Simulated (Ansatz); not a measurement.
# TaTc (Pm-3m): phonons and vibrational spectra, part 2 of 3

How does TaTc (Pm-3m) vibrate, and is this structure a minimum?

Ansatz 0.2.0; DFT PBEsol, scalar-relativistic, plane waves, PAW; PAW set ansatz+soft_1.

So far. Step 3 (Relaxing to small forces for the phonons): The forces vanish by symmetry and the pressure is -0.001 GPa, within the tolerances set. The cell now holds 15.66 Å³/atom. The relaxed cell has a = 3.152 Å (conventional setting).

**4. Linear response at the zone centre**

The zone centre comes first: it holds the modes that light can see, as far as symmetry allows. No field response is asked, since the mesh shows no gap.

input.yaml

```yaml
crystal:
  lattice:
    - [3.1521831826, 0.0, 0.0]
    - [0.0, 3.1521831826, 0.0]
    - [0.0, 0.0, 3.1521831826]
  atoms:
    - { symbol: Ta, position: [0.0, 0.0, 0.0] }
    - { symbol: Tc, position: [0.5, 0.5, 0.5] }
kpoints:
  mp_grid: { grid: [16, 16, 16] }
hamiltonian:
  xc: pbesol
  pseudopotentials: { kind: paw, azcp: { Ta: "soft_1/Ta.paw.azcp" }, xc_functional: pbe }
scf:
  occupations: { method: methfessel_paxton, width: 0.2 }
output:
  eigenvalues: true
phonons:
  method: dfpt
```

Run with:

```console
$ ansatz run input.yaml --threads 4 --pin off --max-ram 10240MiB --backend cpu --events-out ev --progress --plain --runs-dir out
```

Numbers of over 12 decimals in the logs are rounded to 6 here.

Output:

```text
[...]
Crystal: 2 atoms, lattice volume = 31.321 Å³
Basis set: ecut = 500 eV, 799 PW (Γ), exchange–correlation on 48×48×48 points (8 copies of the dense FFT grid, shifted against one another)
Bands: 18, of which v1, the nominal top of the filled ones, is band 14 counted from 1 (13 counted from 0)
Symmetry: 48 space group operations
k-points: 405 of 4096 (irreducible under 8 space group operations, time reversal used)
[...]
SCF iter   1: F=—  HF=-15146.446741 eV  |F-HF|=—  |Δ(HF+E_count)|=         —  Δρ=6.83e-2  dr2=1.03e0  ethr=3.10e-3  ⟨swp⟩=4.9  Hψ=30536  notcnv=0
[...]
SCF iter   8: F=-15146.069473 eV  HF=-15146.069473 eV  |F-HF|=1.82e-12  |Δ(HF+E_count)|=  1.09e-11  S|Δr|=    0.00e0  Δρ=4.48e-8  dr2=5.89e-13  ethr=1.00e-12  ⟨swp⟩=5.5  Hψ=30736  notcnv=0
SCF 1 converged in 8 iterations: F = -15146.069473 eV  dr2 = 5.89e-13
[...]
DFPT response loops at Γ: preconditioner auto → Kerker (q_TF=auto, 2.678 Å⁻¹) (partly filled bands, converged f_vac=0.000); β = 1.00, the filter's whole step (`scf.mixing.beta` (0.50) is not read by the response loops under this deck's `scf.mixing.preconditioner`; to damp them name `kerker` or `kerker_dos`, under which they read `scf.mixing.beta`, and type it under 1.00, their step now; both keys bind the ground state too); Broyden in place of MSR1
SCF converged after 8 iterations
[...]
Free energy (F): -15146.069473 eV
[...]
Internal energy: -15146.068792 eV  (E = F + TS)
E sigma→0 (E₀):  -15146.069303 eV
Entropy (-TS):   -0.000681 eV (-0.340 meV/atom)
Fermi energy:    21.329965 eV
[...]
--- Band table (eV; the first three rows and the last of 405) ---
  k-point 0: bands = [... 10 lower, 15.8552, 20.0083, 20.0083, 20.0083, 23.4244, 23.4244, 26.5141, 26.5141]
  k-point 1: bands = [... 10 lower, 15.9309, 19.9989, 19.9989, 20.0434, 23.2982, 23.4677, 26.1444, 26.1444]
  k-point 2: bands = [... 10 lower, 16.1484, 19.9758, 19.9758, 20.1473, 22.9405, 23.5909, 25.3561, 25.3561]
  k-point 404: bands = [... 10 lower, 18.4460, 18.9996, 18.9996, 18.9996, 22.6921, 22.6921, 26.2993, 26.2993]
--- Phonons (Γ-DFPT): 2 representative perturbations + reference, on 405 of 4096 k-points (Σ response iterations 6) ---
  k mesh reduced under 8 symmetry operations, with k and −k counted as one. Each operation leaves every solved perturbation unchanged. A smaller set is not used because it would not reduce the number of displacements times k-points to solve
  ASR residual: 1.999e-5 → 0.000e0 eV/Å²; symmetrization residual: 6.681e-6 eV/Å²
  ASR residual per site (eV/Å²): 1.98e-5 2.00e-5
  Γ frequencies (cm⁻¹): 0.00 0.00 0.00 191.93 191.93 191.93
  non-analytic LO–TO correction: not included (Born effective charges unavailable; polar crystals: no LO–TO splitting at Γ)
```

Elapsed: 20 s, on 4 threads of Arm Neoverse V1, shared host; peak memory 1.1 GiB; 72 s of CPU time.

This step gave:

| Quantity | Value |
| --- | --- |
| sum-rule residual before enforcement | 2.00e-5 eV/Å² |
| point group | m-3m |
| highest optical mode at the zone centre (no LO-TO term) | 191.9 cm⁻¹ |
| lowest optical zone-centre mode | 191.9 cm⁻¹ |

Patterns of degenerate modes are one choice out of their space. Modes at Γ, with each element's share of the kinetic energy:

```
mode  frequency (cm⁻¹)  symmetry  Ta %  Tc %
   1               0.0  acoustic    65    35
   2               0.0  acoustic    65    35
   3               0.0  acoustic    65    35
   4             191.9       T1u    35    65
   5             191.9       T1u    35    65
   6             191.9       T1u    35    65
```

Displacements in mode 4 (191.9 cm⁻¹), the largest set to 1:
```
Ta1  0.00  0.00 -0.54
Tc2  0.00  0.00  1.00
```

Before it was imposed, the acoustic sum rule was missed by 2.0e-5 eV/Å². Small misses are needed for a sound result but don't prove that mesh and cutoff are converged. The lowest optical mode is real, 192 cm⁻¹.

**5. Response at finite wavevector**

Stability and thermal properties need the whole zone. Linear response on a 4×4×4 q mesh gives force constants as far as a supercell of that size would.

Changes to input.yaml since step 4:

```diff
@@ -19 +19,8 @@
   method: dfpt
+  qmesh: [4, 4, 4]
+  temperatures: { t_max: 1000, t_step: 50 }
+  qpath:
+    path:
+      - [[0.0, 0.0, 0.0], [0.0, 0.5, 0.0], [0.5, 0.5, 0.0], [0.0, 0.0, 0.0], [0.5, 0.5, 0.5], [0.0, 0.5, 0.0]]
+      - [[0.5, 0.5, 0.5], [0.5, 0.5, 0.0]]
+    npoints: 10
```

Output:

```text
[...]
Crystal: 2 atoms, lattice volume = 31.321 Å³
Basis set: ecut = 500 eV, 799 PW (Γ), exchange–correlation on 48×48×48 points (8 copies of the dense FFT grid, shifted against one another)
Bands: 18, of which v1, the nominal top of the filled ones, is band 14 counted from 1 (13 counted from 0)
Symmetry: 48 space group operations
k-points: 165 of 4096
[...]
SCF iter   1: F=—  HF=-15146.446741 eV  |F-HF|=—  |Δ(HF+E_count)|=         —  Δρ=6.83e-2  dr2=1.03e0  ethr=3.10e-3  ⟨swp⟩=4.9  Hψ=12515  notcnv=0
[...]
SCF iter   8: F=-15146.069473 eV  HF=-15146.069473 eV  |F-HF|=1.82e-12  |Δ(HF+E_count)|=  1.09e-11  S|Δr|=    0.00e0  Δρ=4.45e-8  dr2=5.76e-13  ethr=1.00e-12  ⟨swp⟩=5.5  Hψ=12485  notcnv=0
SCF 1 converged in 8 iterations: F = -15146.069473 eV  dr2 = 5.76e-13
[...]
SCF iter   2: F=-15146.069473 eV  HF=-15146.069473 eV  |F-HF|=3.64e-12  |Δ(HF+E_count)|=  8.49e-10  S|Δr|=    0.00e0  Δρ=2.43e-8  dr2=1.34e-13  ethr=1.00e-12  ⟨swp⟩=4.3  Hψ=9548  notcnv=0
SCF 2 converged in 2 iterations: F = -15146.069473 eV  dr2 = 1.34e-13
phonons: the bands overlap, so this run is a metal and interpolates without the dipole-dipole term. If the crystal is really an insulator or semiconductor, its LO-TO splitting is missing
NSCF: frozen V_eff on 165 k-points
[...]
DFPT response loops at q = (0, 0, 0) (fractional): preconditioner auto → Kerker (q_TF=auto, 2.678 Å⁻¹) (partly filled bands, converged f_vac=0.000); β = 1.00, the filter's whole step (`scf.mixing.beta` (0.50) is not read by the response loops under this deck's `scf.mixing.preconditioner`; to damp them name `kerker` or `kerker_dos`, under which they read `scf.mixing.beta`, and type it under 1.00, their step now; both keys bind the ground state too); Broyden in place of MSR1
[...]
SCF converged after 8 iterations
[...]
Free energy (F): -15146.069473 eV
[...]
Internal energy: -15146.068792 eV  (E = F + TS)
E sigma→0 (E₀):  -15146.069303 eV
Entropy (-TS):   -0.000681 eV (-0.340 meV/atom)
Fermi energy:    21.329965 eV
[...]
--- Band table (eV; the first three rows and the last of 165) ---
  k-point 0: bands = [... 10 lower, 15.8552, 20.0083, 20.0083, 20.0083, 23.4244, 23.4244, 26.5141, 26.5141]
  k-point 1: bands = [... 10 lower, 15.9309, 19.9989, 19.9989, 20.0434, 23.2982, 23.4677, 26.1444, 26.1444]
  k-point 2: bands = [... 10 lower, 16.1484, 19.9758, 19.9758, 20.1473, 22.9405, 23.5909, 25.3561, 25.3561]
  k-point 164: bands = [... 10 lower, 18.4460, 18.9996, 18.9996, 18.9996, 22.6921, 22.6921, 26.2993, 26.2993]
--- Phonons (Γ-DFPT): 2 representative perturbations + reference (Σ response iterations 6) ---
  ASR residual: 2.288e-5 → 0.000e0 eV/Å²; symmetrization residual: 4.527e-6 eV/Å²
  ASR residual per site (eV/Å²): 1.87e-5 2.29e-5
  Γ frequencies (cm⁻¹): 0.00 0.00 0.00 191.93 191.93 191.93
--- Phonons (arbitrary-q DFPT): 10 irreducible q on the 4×4×4 mesh ---
  q = [0.0000, 0.0000, 0.0000] (star 1, of the zone-centre solve; hermiticity 1.05e-6, symmetrization 7.26e-13): -0.00 -0.00 0.00 191.93 191.93 191.93
  q = [0.0000, 0.0000, 0.2500] (star 6, 4 solved perturbations in 4032 linear systems a pass and spin channel, the states on 1296 of 4096 k-point pairs; hermiticity 1.21e-6, symmetrization 9.30e-14): 70.70 70.70 143.12 190.34 190.34 237.53
[...]
q = [0.0000, 0.2500, -0.5000] (star 12, 6 solved perturbations on 1296 of 4096 k-point pairs; hermiticity 5.62e-7, symmetrization 2.73e-8): 116.38 136.55 185.65 188.68 226.08 250.81
[...]
sum rule: each row above includes the acoustic sum rule's correction from the zone centre's row sums; it moved no ω² by more than (0.25 cm⁻¹)²
  mesh force constants: q→R imaginary residual 1.16e-18; ASR residual 2.288e-5 → 0.000e0 eV/Å²; symmetrization residual 7.105e-15 eV/Å²
  interpolated dispersion: 62 rows × 6 modes
  density of states and harmonic sums: on the 20×20×20 q-mesh, interpolated from the force constants of a 4×4×4 supercell (no non-analytic term)
  largest difference from the sums on the solved wave vectors: F 1.15e-2 eV, S 1.55e-5 and C_V 4.01e-6 eV/K
  zero-point energy: 0.067117 eV/cell   skipped modes (ω ≤ 0): 3   left out of the sums: 6.25e-5 of the cell's modes: C_V's classical limit lies that fraction below 3 k_B per atom; for a crystal, a wire or a layer, F and S can be off by more, and a phonons.interpolated_qmesh denser along its periods is the remedy for the sampling
```

Run time: 10 min. Hardware: 4 threads; peak memory 3.7 GiB.

This step gave:

```
sum-rule residual before enforcement                    : 2.29e-5 eV/Å²
lowest frequency on the path                            : 0 cm⁻¹
highest frequency on the path or at a solved wavevector : 254 cm⁻¹
mean frequency                                          : 180.5 cm⁻¹
Debye temperature (second moment)                       : 348 K
logarithmic mean frequency                              : 171.7 cm⁻¹
lowest mode on the q mesh (acoustic modes at Γ apart)   : 70.7 cm⁻¹
zero-point energy per atom                              : 33.56 meV
heat capacity at 300 K                                  : 23.34 J/(mol atoms K)
vibrational entropy at 300 K                            : 30.61 J/(mol atoms K)
```

Frequencies (cm⁻¹) solved at each irreducible wavevector; negative means imaginary. Frequencies by wavevector, by row:

```
q in reciprocal lattice units  star  mode 1  mode 2  mode 3  mode 4  mode 5  mode 6
                        0 0 0     1       0       0       0   191.9   191.9   191.9
                     0 0 0.25     6    70.7    70.7   143.1   190.3   190.3   237.5
                     0 0 -0.5     3   107.1   107.1   185.6   185.6     216   250.5
                  0 0.25 0.25    12    94.8   114.8   162.1   185.3   223.9   228.8
                  0 0.25 -0.5    12   116.4   136.6   185.7   188.7   226.1   250.8
                  0 -0.5 -0.5     3   120.4   161.5   161.5   185.2     254     254
               0.25 0.25 0.25     8   130.6   130.6   163.8   224.6   224.6   231.3
               0.25 0.25 -0.5    12     141   142.3   176.6   225.4   227.8   245.4
               0.25 -0.5 -0.5     6   147.8   165.2   165.2   234.3   249.8   249.8
               -0.5 -0.5 -0.5     1   164.4   164.4   164.4     249     249     249
```

Interpolated from a 4×4×4 q mesh. Phonon branches along the path, in cm⁻¹:

```
    point  branch 1  branch 2  branch 3  branch 4  branch 5  branch 6
        Γ         0         0         0       192       192       192
  halfway        71        71       143       190       190       238
        X       107       107       186       186       216       250
  halfway       116       136       186       189       226       251
        M       120       162       162       185       254       254
  halfway        95       115       162       185       224       229
        Γ         0         0         0       192       192       192
  halfway       131       131       164       225       225       231
        R       164       164       164       249       249       249
  halfway       141       142       176       225       228       245
        X       107       107       186       186       216       250
jump to R       164       164       164       249       249       249
  halfway       148       165       165       234       250       250
        M       120       162       162       185       254       254
```

The phonon branches as a text plot (rows in cm⁻¹):

```
    249 |    *************                  *********************
    238 |   *       **    ***            ***      **        **
    228 |                  ****        **           *
    217 |  *   *****          **     ***             *  **
    206 | *                    **   ***               **      *
    196 |***      **            *****                  *       *
    185 |   ********************                     *****      *
    175 |           **    ***                      **
    164 |    *        ****   *          ***********       *******
    153 |            **  *             *   *      **       **
    143 |   *       *     *   *          **         *        *
    132 |          *       **        ** *            *        *
    122 |         * ******                            *        **
    111 |       ****      **** *       *               ***
    101 |      *              *
     90 |  *  *              *      ***
     79 |    *                ***
     69 |   *
     58 | *                    *    *
     48 |  *                    *  *
     37 |                       **
     26 |**                      * *
     16 |*                       *
      5 |                         *
         Γ      X      M          Γ            R        X|R     M
```

The phonon density of states has structure finer than the step of the table below, so its rows give means over 10 cm⁻¹, whole bins alone (the curve runs from 1 to 255 cm⁻¹). Peaks (cm⁻¹: height): 121.0: 0.0407, 167.0: 0.0568, 189.0: 0.0814, 247.0: 0.119.

Tetrahedra on a 20×20×20 mesh, mean over bins of 2 cm-1. Interpolated from a 4×4×4 q mesh. Phonon density of states against wavenumber; means over each step:

wavenumber (cm⁻¹), phonon density of states (1/cm⁻¹/cell) and a bar:
```
       10      0.000 
       20      0.000 
       30      0.001 
       40      0.001 #
       50      0.002 #
       60      0.003 #
       70      0.005 ##
       80      0.007 ###
       90      0.010 ####
      100      0.015 #######
      110      0.028 ############
      120      0.036 ################
      130      0.029 ############
      140      0.027 ###########
      150      0.027 ############
      160      0.031 #############
      170      0.045 ####################
      180      0.020 #########
      190      0.059 #########################
      200      0.034 ##############
      210      0.033 ##############
      220      0.029 #############
      230      0.034 ###############
      240      0.054 #######################
      250      0.070 ##############################
```

(Part 2 of 3 ends here.)

[Logs are printed without paths, hosts, clocks, repeated set-up lines and the standing remarks that a program may print on its own settings, such as how far it seeks lower states.]

[Hosts, paths, dates, database ids (printed as entryN), source tags and the programs' standing remarks are cut or masked in the printed files.]
